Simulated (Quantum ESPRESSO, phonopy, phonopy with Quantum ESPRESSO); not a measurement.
# Al (Fm-3m): a volume series of phonon spectra, part 2 of 2

Which modes of Al drive its thermal expansion?

What experiment has found for this phase:
- volume expansion coefficient 69 1e-6/K and heat capacity C_P per formula unit 24.2 J/mol/K near room temperature (given in “High-Throughput Prediction of Finite-Temperature Properties using the Quasi-Harmonic Approximation”, 2016, arXiv:1603.06924)

Quantum ESPRESSO 7.5; DFT PBEsol, scalar-relativistic, plane waves, GBRV ultrasoft pseudopotentials.

So far. Step 15 (Lattice dynamics at this volume, V/V0 1.03): The time given is that of the one pw.x run on a displaced cell behind this step.

### Step 16. Ground state at this cell, V/V0 0.97

This step: DFT PBEsol, scalar-relativistic, plane waves, GBRV ultrasoft pseudopotentials (Quantum ESPRESSO 7.5).

System of this step: Al. Symmetry: Fm-3m, No. 225, cubic system. Conventional cell: a = 3.973 Å, b = 3.973 Å, c = 3.973 Å, α = 90.00°, β = 90.00°, γ = 90.00°. Al has 12 Al at 2.81 Å nearest.

scf.in

```
&CONTROL
  calculation = 'scf'
  prefix      = 'x'
  outdir      = './tmp'
  pseudo_dir  = './pseudo'
  tprnfor     = .true.
  tstress     = .true.
/
&SYSTEM
  ibrav       = 0
  nat         = 1
  ntyp        = 1
  ecutwfc     = 30.0
  ecutrho     = 180.0
  occupations = 'smearing'
  smearing    = 'mv'
  degauss     = 0.02
/
&ELECTRONS
  conv_thr         = 1.0d-12
  mixing_beta      = 0.7
  electron_maxstep = 100
/
ATOMIC_SPECIES
 Al     26.9815  Al.upf
CELL_PARAMETERS angstrom
     0.000000000    1.986420664    1.986420664
     1.986420664    0.000000000    1.986420664
     1.986420664    1.986420664    0.000000000
ATOMIC_POSITIONS crystal
 Al     0.000000000   0.000000000   0.000000000
K_POINTS automatic
 16 16 16 0 0 0
```

The run is started by

```
OMP_NUM_THREADS=1 mpirun -n 4 pw.x -nk 4 -in scf.in > scf.out
```

Elapsed: 1.8 s, on 4 MPI ranks of Intel Xeon 6975P-C (Granite Rapids), shared host.

The run ends at a pressure of 2.69 GPa.

### Step 17. A displaced supercell

System of this step: Al. Symmetry: Imm2, No. 44, orthorhombic system. The conventional cell has a = 8.428 Å, b = 11.919 Å, c = 8.428 Å, α = 90.00°, β = 90.00°, γ = 90.00°. Nearest to Al lie 12 Al at 2.79 to 2.83 Å. Nearest to Al lie 12 Al at 2.79 to 2.81 Å. Nearest to Al lie 12 Al at 2.81 to 2.83 Å. Nearest to Al lie 12 Al at 2.80 to 2.81 Å. Nearest to Al lie 12 Al at 2.81 Å. Al has 12 Al at 2.81 to 2.82 Å nearest.

disp-00001.in

```
&CONTROL
  calculation = 'scf'
  prefix      = 'x'
  outdir      = './tmp'
  pseudo_dir  = './pseudo'
  tprnfor     = .true.
  disk_io     = 'none'
/
&SYSTEM
  ibrav       = 0
  nat         = 27
  ntyp        = 1
  ecutwfc     = 30.0
  ecutrho     = 180.0
  occupations = 'smearing'
  smearing    = 'mv'
  degauss     = 0.02
/
&ELECTRONS
  conv_thr         = 1.0d-11
  mixing_beta      = 0.7
  electron_maxstep = 100
/
ATOMIC_SPECIES
 Al     26.9815  Al.upf
CELL_PARAMETERS angstrom
     0.000000000    5.959261993    5.959261993
     5.959261993    0.000000000    5.959261993
     5.959261993    5.959261993    0.000000000
ATOMIC_POSITIONS crystal
 Al     0.002373135   0.000000000   0.000000000
 Al     0.333333333   0.000000000   0.000000000
 Al     0.666666667   0.000000000   0.000000000
 Al     0.000000000   0.333333333   0.000000000
 Al     0.333333333   0.333333333   0.000000000
 Al     0.666666667   0.333333333   0.000000000
 Al     0.000000000   0.666666667   0.000000000
 Al     0.333333333   0.666666667   0.000000000
[... 15 atom lines left out ...]
 Al     0.666666667   0.333333333   0.666666667
 Al     0.000000000   0.666666667   0.666666667
 Al     0.333333333   0.666666667   0.666666667
 Al     0.666666667   0.666666667   0.666666667
K_POINTS automatic
 5 5 5 0 0 0
```

The run is started by

```
OMP_NUM_THREADS=1 mpirun -n 4 pw.x -nk 4 -in disp-00001.in > disp-00001.out
```

Elapsed: 60 s, on 4 MPI ranks.

### Step 18. Lattice dynamics at this volume, V/V0 0.97

This step: DFT PBEsol, scalar-relativistic, plane waves, GBRV ultrasoft pseudopotentials (phonopy with Quantum ESPRESSO 4.10.0 / 7.5).

Elapsed: 60 s, on 4 threads.

Phonopy, no LO-TO term. The phonon branches at the labelled points (cm⁻¹):

```
    point  branch 1  branch 2  branch 3
        Γ         0         0         0
  halfway       150       150       255
        X       215       215       343
  halfway       213       235       336
        U       206       274       314
jump to K       206       274       314
  halfway       132       176       270
        Γ         0         0         0
  halfway       115       115       249
        L       168       168       355
  halfway       192       236       330
        W       234       289       289
  halfway       225       240       329
        X       215       215       343
```

No mode is imaginary beyond numerical noise along the path.

The time given is that of the one pw.x run on a displaced cell behind this step.

### Step 19. Ground state at this cell, V/V0 1.05

This step: DFT PBEsol, scalar-relativistic, plane waves, GBRV ultrasoft pseudopotentials (Quantum ESPRESSO 7.5).

System of this step: Al. The structure is cubic, space group Fm-3m (No. 225). Conventional cell: a = 4.079 Å, b = 4.079 Å, c = 4.079 Å, α = 90.00°, β = 90.00°, γ = 90.00°. Nearest to Al lie 12 Al at 2.88 Å.

Edit scf.in of step 16 so:

```diff
@@ -26,5 +26,5 @@
 CELL_PARAMETERS angstrom
-     0.000000000    1.986420664    1.986420664
-     1.986420664    0.000000000    1.986420664
-     1.986420664    1.986420664    0.000000000
+     0.000000000    2.039594096    2.039594096
+     2.039594096    0.000000000    2.039594096
+     2.039594096    2.039594096    0.000000000
 ATOMIC_POSITIONS crystal
```

The run is started by

```
OMP_NUM_THREADS=1 mpirun -n 4 pw.x -nk 4 -in scf.in > scf.out
```

Run time: 1.7 s. Hardware: 4 MPI ranks; 5.9 s of CPU time.

The run ends at a pressure of -3.59 GPa.

### Step 20. Forces on a displaced cell

System of this step: Al. The structure is orthorhombic, space group Imm2 (No. 44). Conventional cell: a = 8.653 Å, b = 12.238 Å, c = 8.653 Å, α = 90.00°, β = 90.00°, γ = 90.00°. Nearest to Al lie 12 Al at 2.86 to 2.90 Å. Nearest to Al lie 12 Al at 2.86 to 2.88 Å. Al has 12 Al at 2.88 to 2.90 Å nearest. Nearest to Al lie 12 Al at 2.87 to 2.88 Å. Al has 12 Al at 2.88 Å nearest. Nearest to Al lie 12 Al at 2.88 to 2.89 Å.

Edit disp-00001.in of step 17 so:

```diff
@@ -26,7 +26,7 @@
 CELL_PARAMETERS angstrom
-     0.000000000    5.959261993    5.959261993
-     5.959261993    0.000000000    5.959261993
-     5.959261993    5.959261993    0.000000000
+     0.000000000    6.118782287    6.118782287
+     6.118782287    0.000000000    6.118782287
+     6.118782287    6.118782287    0.000000000
 ATOMIC_POSITIONS crystal
- Al     0.002373135   0.000000000   0.000000000
+ Al     0.002311266   0.000000000   0.000000000
  Al     0.333333333   0.000000000   0.000000000
```

The run is started by

```
OMP_NUM_THREADS=1 mpirun -n 4 pw.x -nk 4 -in disp-00001.in > disp-00001.out
```

Elapsed: 78 s, on 4 MPI ranks.

### Step 21. Lattice dynamics at this volume, V/V0 1.05

This step: DFT PBEsol, scalar-relativistic, plane waves, GBRV ultrasoft pseudopotentials (phonopy with Quantum ESPRESSO 4.10.0 / 7.5).

Elapsed: 79 s, on 4 threads.

Phonopy, no LO-TO term. Phonon branches along the path, in cm⁻¹:

```
    point  branch 1  branch 2  branch 3
        Γ         0         0         0
  halfway       123       123       217
        X       177       177       291
  halfway       176       195       285
        U       173       232       267
jump to K       173       232       267
  halfway       112       148       231
        Γ         0         0         0
  halfway        97        97       213
        L       145       145       305
  halfway       164       202       283
        W       197       246       246
  halfway       187       201       279
        X       177       177       291
```

No mode is imaginary beyond numerical noise along the path.

The time given is that of the one pw.x run on a displaced cell behind this step.

### Step 22. How the modes move with volume

This step: DFT PBEsol, scalar-relativistic, plane waves, GBRV ultrasoft pseudopotentials (phonopy 4.10.0).

This step gave:

| Property | Result |
| --- | --- |
| share of modes with a negative Grüneisen parameter | 0 |

Mean Grüneisen, by row:

```
T (K)  heat-capacity-weighted mean  root mean square
   50                        2.149             2.155
  100                        2.092             2.098
  200                         2.07             2.075
  300                        2.065              2.07
  500                        2.062             2.067
  800                        2.062             2.066
```

Mean mode Grueneisen parameter against wavenumber:

```
wavenumber (cm⁻¹)  mean mode Grueneisen parameter
                6                               -
               17                               -
               28                            2.47
               39                            2.39
               50                            2.39
               61                            2.34
               72                            2.37
               84                             2.3
               95                            2.27
              106                            2.23
              117                            2.24
              128                            2.15
              140                            2.14
              151                            2.06
              162                            2.06
              173                            2.07
              184                             2.1
              195                            2.14
              206                            2.12
              218                            2.09
              229                            2.04
              240                            2.03
              251                            2.01
              262                            1.99
              273                            1.96
              284                            1.95
              296                            1.96
              307                            1.96
              318                            1.94
              329                            1.89
```

Volume series, by row:

```
 V/V0  V (Å³/atom)  pressure (GPa)  E - E0 (meV/atom)  gap (eV)  zero-point energy (meV/atom)  lowest on the path (cm⁻¹)  highest at Gamma without the LO-TO term (cm⁻¹)
 0.97        15.68           2.689              3.962         0                         42.36                          0                                               -
0.985        15.92           1.289              0.964         0                          41.1                          0                                               -
    1        16.16           0.001                  0         0                         39.87                          0                                               -
1.015         16.4          -1.183              0.905         0                         38.66                          0                                               -
 1.03        16.65          -2.273              3.528         0                         37.48                          0                                               -
 1.05        16.97          -3.589              9.462         0                         35.92                          0                                               -
```

Grüneisen at points, by row:

```
point  branch  frequency (cm⁻¹)  mode Grüneisen parameter
    X       1             200.3                      2.41
    X       3               323                      2.03
    U       1             193.1                      2.16
    U       2             258.1                      2.06
    U       3             295.8                      1.99
    K       1             193.1                      2.16
    K       2             258.1                      2.06
    K       3             295.8                      1.99
    L       1             158.7                      1.85
    L       3             335.6                      1.87
    W       1             219.9                      2.06
    W       2             272.1                      2.02
```

### Step 23. Free-energy fit

Numbers from this step:

```yaml
volume_expansion_coefficient_at_300_k: 68.04 1e-6/K
isothermal_bulk_modulus_at_300_k: 72.84 GPa
c_p_at_300_k: 23.92 J/mol-atom/K
grueneisen_parameter_at_300_k: 2.155
```

Table of energy (each curve on its own zero) by volume; values in meV/atom:

```
volume (Å³/atom)  static  F at 0 K  F at 300 K  F at 950 K
          15.676    3.96      7.09        10.7        23.6
          15.919    0.96      2.83        5.06          13
          16.161       0      0.64        1.49        4.43
          16.404     0.9      0.34       -0.23       -2.38
          16.646    3.53      1.77       -0.26       -7.58
          16.969    9.46      6.15        2.09       -12.2
```

Phonopy-qha, vinet fit of F(V) at each temperature; no electronic free energy. Qha vinet, by row:

```
T (K)  fitted volume (Å³/atom)  alpha_V (1e-6/K)  B_T (GPa)  C_P (J/mol-atom/K)  Grueneisen
   75                    16.33              23.1      79.17               8.339       2.122
  100                    16.34              34.4      78.67               12.62       2.107
  125                    16.36             43.16      78.07               15.85       2.111
  150                    16.38             49.66      77.41               18.17       2.117
  175                     16.4             54.54      76.71               19.86       2.123
  200                    16.42             58.33      75.97               21.11       2.129
  225                    16.45             61.36      75.22               22.06       2.135
  250                    16.47              63.9      74.44               22.81       2.141
  275                     16.5             66.09      73.65               23.42       2.148
  300                    16.53             68.04      72.84               23.92       2.155
  325                    16.56             69.83      72.02               24.35       2.162
  350                    16.59             71.51      71.18               24.72        2.17
  375                    16.62             73.12      70.33               25.05       2.178
  400                    16.65             74.69      69.47               25.36       2.186
  425                    16.68             76.23      68.59               25.64       2.195
  450                    16.71             77.78       67.7                25.9       2.204
  475                    16.74             79.33      66.79               26.16       2.213
  500                    16.78              80.9      65.87               26.41       2.223
```

Table of volume expansion coefficient, phonopy-qha, Vinet by temperature:

```
temperature (K)  volume expansion coefficient, phonopy-qha, Vinet (1e-6/K)
             75                                                       23.1
            100                                                       34.4
            125                                                       43.2
            150                                                       49.7
            175                                                       54.5
            200                                                       58.3
            225                                                       61.4
            250                                                       63.9
            275                                                       66.1
            300                                                       68.0
            325                                                       69.8
            350                                                       71.5
            375                                                       73.1
            400                                                       74.7
            425                                                       76.2
            450                                                       77.8
            475                                                       79.3
            500                                                       80.9
```

The fit gives a volume expansion of 68.0 × 10⁻⁶/K at 300 K.

### Step 24. Results

| Quantity | Value |
| --- | --- |
| volume expansion coefficient at 300 K | 68.04 1e-6/K |
| isothermal bulk modulus at 300 K | 72.84 GPa |
| C_P at 300 K | 23.92 J/mol-atom/K |
| Grüneisen parameter at 300 K | 2.155 |
| mean mode Grüneisen parameter at 300 K | 2.06 |

**Reading.** Near room temperature Al expands by 68.0 × 10⁻⁶/K in volume by PBEsol, with C_P = 23.9 J/(mol K) per mole of atoms and B_T = 72.8 GPa. The q-mesh is coarse, and the expansion can converge slowly with it. The table stops at 500 K because beyond it the fitted volume comes within 1 % of the largest computed cell, where the fit loses its support. C_P at room temperature is 96 % of the classical 3R an atom. A measured volume expansion coefficient near room temperature is 69 1e-6/K (arXiv:1603.06924); the calculated 68.0 1e-6/K differs by -1 %. A measured heat capacity per formula unit near room temperature is 24.2 J/mol/K (arXiv:1603.06924); the calculated 23.9 J/mol/K differs by -1 %. The fit leaves out the electrons' free energy, which adds to C_P and to the expansion of a metal at high temperature. The heat-capacity-weighted Grüneisen parameter goes from 2.15 at 50 K to 2.06 at 800 K. Weighting γ by the density of states and each mode's heat capacity at 300 K, modes below 110 cm⁻¹ give about 6 % of the sum of γC that drives the expansion, those up to 230 cm⁻¹ 59 % and the rest 35 %. Among the labelled points γ is largest for branch 1 at X (200 cm⁻¹, 2.4) and smallest for branch 1 at L (159 cm⁻¹, 1.9). The supercell is small: only its own wavevectors are exact, and branches between them are interpolated and can be misplaced.

[Logs are printed without paths, hosts, clocks, repeated set-up lines and the standing remarks that a program may print on its own settings, such as how far it seeks lower states.]

[Hosts, paths, dates, database ids (printed as entryN), source tags and the programs' standing remarks are cut or masked in the printed files.]

[A step with changed settings may run another functional than the one named; its input shows which.]

[Of the runs on displaced cells, only some may be shown.]
